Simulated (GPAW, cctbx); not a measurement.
## Si with C on a Si site: the scripts behind a bonding study

Short scripts, each with its output. The cell is our own: Si with C on a Si site, neutral, in a cell of 16 atoms, repeated periodically, so this is a dense ordered array of defects; cell and atoms are relaxed.

## Step 1: Relax the structure

```text
cell
1.0
     0.000000000    5.470000000    5.470000000
     5.470000000    0.000000000    5.470000000
     5.470000000    5.470000000    0.000000000
C Si
1 15
Direct
0.000000000 0.000000000 0.000000000
0.875000000 0.375000000 0.875000000
0.000000000 0.500000000 0.000000000
0.875000000 0.875000000 0.875000000
0.500000000 0.500000000 0.000000000
0.375000000 0.875000000 0.875000000
0.500000000 0.000000000 0.000000000
0.375000000 0.375000000 0.875000000
0.000000000 0.500000000 0.500000000
0.875000000 0.875000000 0.375000000
0.000000000 0.000000000 0.500000000
0.875000000 0.375000000 0.375000000
0.500000000 0.000000000 0.500000000
0.375000000 0.375000000 0.375000000
0.500000000 0.500000000 0.500000000
0.375000000 0.875000000 0.375000000
```

```python
from ase.constraints import FixSymmetry
from ase.filters import FrechetCellFilter
from ase.io import read, write
from ase.optimize import BFGS
from ase.parallel import parprint
from gpaw import GPAW, PW, FermiDirac

atoms = read("start.vasp")
atoms.set_constraint(FixSymmetry(atoms))
atoms.calc = GPAW(mode=PW(670), xc="PBE", kpts={"size": (2, 2, 2), "gamma": True},
                 occupations=FermiDirac(0.1), maxiter=120, symmetry={"tolerance": 1e-5}, txt="relax.txt")
BFGS(FrechetCellFilter(atoms), maxstep=0.15).run(fmax=0.04, steps=60)
parprint("cell  %.4f %.4f %.4f  %.2f %.2f %.2f" % tuple(atoms.cell.cellpar()))
parprint("volume %.3f A^3, largest force %.3f eV/A, largest stress %.2f GPa" % (atoms.get_volume(), abs(atoms.get_forces()).max(), 160.218 * abs(atoms.get_stress()).max()))
atoms.set_constraint()
write("relaxed.vasp", atoms, direct=True)
```

```console
$ OMP_NUM_THREADS=1 mpirun -n 4 gpaw python run.py > gpaw.log
```

```text
      Step        Energy          fmax
BFGS:    0      -85.420477        2.091031
BFGS:    1      -85.666936        1.889228
BFGS:    2      -86.495679        0.603485
BFGS:    3      -86.596684        0.524682
BFGS:    4      -86.615033        0.514988
BFGS:    5      -86.646372        0.472122
BFGS:    6      -86.714729        0.328212
BFGS:    7      -86.775676        0.353857
BFGS:    8      -86.811088        0.224085
BFGS:    9      -86.818993        0.160856
BFGS:   10      -86.821068        0.095544
BFGS:   11      -86.822245        0.031757
cell  7.5755 7.5755 7.5755  60.00 60.00 60.00
volume 307.408 A^3, largest force 0.019 eV/A, largest stress 0.04 GPa
```

Time: 2.4 min on 4 cores of Arm Neoverse V2 (shared host), peak memory 1.1 GiB.

## Step 2: Build the all-electron density and subtract free atoms

```text
cell
1.0
     0.000000000    5.356670630    5.356670630
     5.356670630    0.000000000    5.356670630
     5.356670630    5.356670630    0.000000000
Si C
15 1
Direct
0.663981970 0.112006010 0.112006010
0.498483730 0.498483730 0.001516270
0.112006010 0.663981970 0.112006010
0.498483730 0.001516270 0.498483730
0.112006010 0.112006010 0.663981970
0.001516270 0.498483730 0.498483730
0.625905640 0.625905640 0.625905640
0.498483730 0.001516270 0.001516270
0.112006010 0.112006010 0.112006010
0.001516270 0.498483730 0.001516270
0.625905640 0.625905640 0.122283080
0.001516270 0.001516270 0.498483730
0.625905640 0.122283080 0.625905640
0.500000000 0.500000000 0.500000000
0.122283080 0.625905640 0.625905640
0.000000000 0.000000000 0.000000000
```

```python
import numpy as np
from ase.io import read
from ase.units import Bohr
from gpaw import GPAW, PW, FermiDirac
from gpaw.calculator import GPAW as OldGPAW
from gpaw.mpi import serial_comm, world
from scipy.special import erfc
from scipy.spatial import cKDTree

atoms = read("cell.vasp")
atoms.calc = GPAW(mode=PW(550), xc="PBE", kpts={"size": (3, 3, 3), "gamma": True},
                 occupations=FermiDirac(0.1), maxiter=120, symmetry={"tolerance": 1e-5}, txt="scf.txt")
atoms.get_potential_energy()
rho = atoms.calc.get_all_electron_density(gridrefinement=2)
moments = atoms.get_magnetic_moments() if atoms.calc.get_number_of_spins() == 2 else np.zeros(len(atoms))
total = atoms.get_magnetic_moment() if moments.any() else 0.0
if world.rank == 0:
    free = OldGPAW(mode=PW(550), xc="PBE", txt=None, communicator=serial_comm)
    neutral = atoms.copy()
    neutral.set_initial_magnetic_moments(None)
    free.initialize(neutral)
    free.set_positions(neutral)
    drho = rho - free.get_all_electron_density(gridrefinement=2)
    # GPAW starts from confined atoms: exchange their smooth part for that of the datasets' free atoms
    h = np.stack(np.meshgrid(*[np.fft.fftfreq(n, 1 / n) for n in drho.shape], indexing="ij"), -1)
    gabs = np.linalg.norm(h @ atoms.cell.reciprocal(), axis=-1)
    tails = np.fft.fftn(free.get_pseudo_density(gridrefinement=2))
    g, form, v0 = np.linspace(0, gabs.max(), 1500), {}, 0
    for e in set(atoms.symbols):
        idx = atoms.symbols.search(e)
        d = free.setups[idx[0]].data
        r, w = d.rgd.r_g * Bohr, d.rgd.r_g**2 * d.rgd.dr_g
        j0 = np.sinc(2 * g[:, None] * r)
        smooth = sum(f * p**2 for f, p in zip(d.f_j, d.phit_jg)) + np.sqrt(4 * np.pi) * d.nct_g
        full = sum(f * p**2 for f, p in zip(d.f_j, d.phi_jg)) + np.sqrt(4 * np.pi) * d.nc_g
        phase = sum(np.exp(-2j * np.pi * h @ s) for s in atoms.get_scaled_positions()[idx])
        tails -= np.interp(gabs, g, j0 @ (smooth * w)) * phase * drho.size / atoms.get_volume()
        form[e] = j0 @ (full * w)
        v0 += 2 * np.pi / 3 * 14.3996 * (full * w * r**2).sum() * len(idx)  # V A^3
    tails *= 0.5 * erfc((gabs - 1.8) / 0.25)  # the tails differ at long wavelengths alone
    drho += np.fft.ifftn(tails).real  # crystal minus superposed spherical free atoms
    np.save("drho.npy", drho)
    dv = atoms.get_volume() / drho.size
    print("grid", drho.shape, " electrons %.3f" % (rho.sum() * dv), " moved by bonding %.3f e" % (abs(drho).sum() * dv / 2))
    pts = np.indices(drho.shape).reshape(3, -1).T / drho.shape @ atoms.cell
    shifts = (np.indices((3, 3, 3)).reshape(3, -1).T - 1) @ atoms.cell
    images = (atoms.positions[None] + shifts[:, None]).reshape(-1, 3)
    dist, idx = cKDTree(images).query(pts, k=4)
    out = drho.ravel()[dist[:, 0] > 0.5]
    print("deformation density beyond 0.5 A of the nuclei: max %.3f, min %.3f e/A^3" % (out.max(), out.min()))
    tie = dist < dist[:, :1] + 1e-4
    q = -np.bincount((idx % len(atoms))[tie], (drho.ravel()[:, None] / tie.sum(1, keepdims=True) * tie)[tie], len(atoms)) * dv
    print("atom        x       y       z   Voronoi charge  moment")
    for a, s, c, m in zip(atoms, atoms.get_scaled_positions(), q, moments):
        print("%-2s%-3d %7.4f %7.4f %7.4f %10.3f %10.2f" % (a.symbol, a.index + 1, *s, c, m))
    np.savez("free.npz", g=g, **form)
    print("mean inner potential of superposed free atoms %.3f V" % (v0 / atoms.get_volume()))
    print("total magnetic moment %.3f muB" % total)
```

```console
$ OMP_NUM_THREADS=1 mpirun -n 4 gpaw python run.py > gpaw.log
```

```text
grid (84, 84, 84)  electrons 216.000  moved by bonding 4.615 e
deformation density beyond 0.5 A of the nuclei: max 0.207, min -0.107 e/A^3
atom        x       y       z   Voronoi charge  moment
Si1    0.6640  0.1120  0.1120      0.115       0.00
Si2    0.4985  0.4985  0.0015     -0.013       0.00
Si3    0.1120  0.6640  0.1120      0.115       0.00
Si4    0.4985  0.0015  0.4985     -0.013       0.00
Si5    0.1120  0.1120  0.6640      0.115       0.00
Si6    0.0015  0.4985  0.4985     -0.013       0.00
Si7    0.6259  0.6259  0.6259     -0.029       0.00
Si8    0.4985  0.0015  0.0015     -0.013       0.00
Si9    0.1120  0.1120  0.1120      0.115       0.00
Si10   0.0015  0.4985  0.0015     -0.013       0.00
Si11   0.6259  0.6259  0.1223     -0.029       0.00
Si12   0.0015  0.0015  0.4985     -0.013       0.00
Si13   0.6259  0.1223  0.6259     -0.029       0.00
Si14   0.5000  0.5000  0.5000      0.001       0.00
Si15   0.1223  0.6259  0.6259     -0.029       0.00
C 16   0.0000  0.0000  0.0000     -0.268       0.00
mean inner potential of superposed free atoms 13.894 V
total magnetic moment 0.000 muB
```

Time: 22 s.

## Step 3: Fourier-transform the difference

```python
from cctbx import adptbx, crystal, miller, xray
from cctbx.eltbx import tiny_pse
import numpy as np

cs = crystal.symmetry(unit_cell=(10.7133, 10.7133, 10.7133, 90, 90, 90), space_group_symbol='Hall: F -4 2 3')  # F-43m
atoms = [  # label, site, U (iso, or U11 U22 U33 U12 U13 U23 in A^2), occupancy
    ("Si1", (0.11201, 0.88799, 0.88799), 0.0000, 1),
    ("Si2", (0.25, 0.75, 0.99848), 0.0000, 1),
    ("Si3", (0.12591, 0.12591, 0.62591), 0.0000, 1),
    ("Si4", (0.5, 0, 0), 0.0000, 1),
    ("C1", (0, 0, 0), 0.0000, 1),
]
xs = xray.structure(crystal_symmetry=cs)
for label, site, u, occ in atoms:
    u = adptbx.u_cif_as_u_star(cs.unit_cell(), u) if isinstance(u, tuple) else u
    xs.add_scatterer(xray.scatterer(label, site=site, u=u, occupancy=occ))
xs.scattering_type_registry(table="wk1995")
drho = np.load("drho.npy")
T = np.array([[-1, 1, 1], [1, -1, 1], [1, 1, -1]])  # conventional axes in terms of the primitive ones
dF = np.fft.ifftn(drho) * 1229.63104  # electrons a conventional cell, indexed by primitive hkl
ms = miller.build_set(cs, anomalous_flag=False, d_min=0.9).sort("resolution")
iam = ms.structure_factors_from_scatterers(xs, algorithm="direct").f_calc()
p1 = xs.expand_to_p1()
z = np.array([tiny_pse.table(sc.scattering_type).atomic_number() for sc in p1.scatterers()])
x = np.array(p1.sites_frac())
free = np.load("free.npz")
print("static structure factors of the conventional cell: F in electrons, V (Mott-Bethe) in volts")
print("   h  k  l      d  |F| table  |F| free   |F| DFT   change   |V| free  |V| DFT  change %")
for h, d, table in list(zip(ms.indices(), ms.d_spacings().data(), iam.data()))[:18]:
    df = dF[tuple(np.rint(np.linalg.solve(T, h)).astype(int))]
    phase = np.exp(2j * np.pi * x @ h)
    f = sum(np.interp(1 / d, free["g"], free[sc.scattering_type]) * p for sc, p in zip(p1.scatterers(), phase))
    fz = (z * phase).sum()
    c = 14.3996 * d * d / (np.pi * cs.unit_cell().volume())
    v0, v1 = abs(fz - f) * c, abs(fz - f - df) * c
    print("%4d%3d%3d %7.4f %9.3f %9.3f %9.3f %8.3f %9.3f %8.3f %8s" % (h + (d, abs(table), abs(f), abs(f + df), abs(f + df) - abs(f), v0, v1, "%.1f" % (100 * (v1 / v0 - 1)) if v0 > 0.02 else "-")))
```

```console
$ python run.py
```

```text
static structure factors of the conventional cell: F in electrons, V (Mott-Bethe) in volts
   h  k  l      d  |F| table  |F| free   |F| DFT   change   |V| free  |V| DFT  change %
   1  1  1  6.1853    17.951    18.019    18.626    0.607     0.246    0.163    -33.6
   0  2  0  5.3567     1.316     1.216     1.226    0.011     0.065    0.064     -1.8
   0  2  2  3.7877    21.734    21.897    21.781   -0.115     0.220    0.226      2.8
   1  3  1  3.2302    16.204    16.326    15.670   -0.657     0.127    0.153     20.6
   2  2  2  3.0927   452.472   453.659   461.071    7.412     5.414    5.150     -4.9
   0  4  0  2.6783    16.380    16.448    15.625   -0.822     0.100    0.122     22.0
   1  3  3  2.4578    52.014    52.114    51.063   -1.052     0.458    0.481      5.1
   0  4  2  2.3956    45.953    46.030    45.079   -0.951     0.381    0.402      5.3
   2  4  2  2.1868    50.719    50.761    49.306   -1.455     0.435    0.459      5.5
   3  3  3  2.0618    49.503    49.538    47.692   -1.846     0.463    0.489      5.7
   1  5  1  2.0618    63.399    63.417    62.261   -1.156     0.499    0.517      3.6
   0  4  4  1.8939   516.904   516.938   513.920   -3.017     4.328    4.369      0.9
   1  5  3  1.8109    28.324    28.287    27.621   -0.666     0.175    0.182      4.3
   2  4  4  1.7856    14.670    14.651    13.757   -0.894     0.114    0.123      8.6
   0  6  0  1.7856    82.393    82.319    81.137   -1.182     0.565    0.579      2.5
   0  6  2  1.6939    33.066    32.997    32.730   -0.268     0.171    0.174      1.7
   3  5  3  1.6338    13.088    13.045    12.615   -0.430     0.071    0.076      7.9
   2  6  2  1.6151   337.254   336.884   331.682   -5.202     2.426    2.477      2.1
```

Time: 0.34 s on 1 core of Arm Neoverse V2 (shared host), peak memory 0.09 GiB.

[Outputs are excerpts: Python notices, other lines and further rows are left out; steps that failed or that the build refused (PBEsol, TPSS) are not shown.]

[Logs are printed without paths, hosts, clocks, repeated set-up lines and the standing remarks that a program may print on its own settings, such as how far it seeks lower states.]
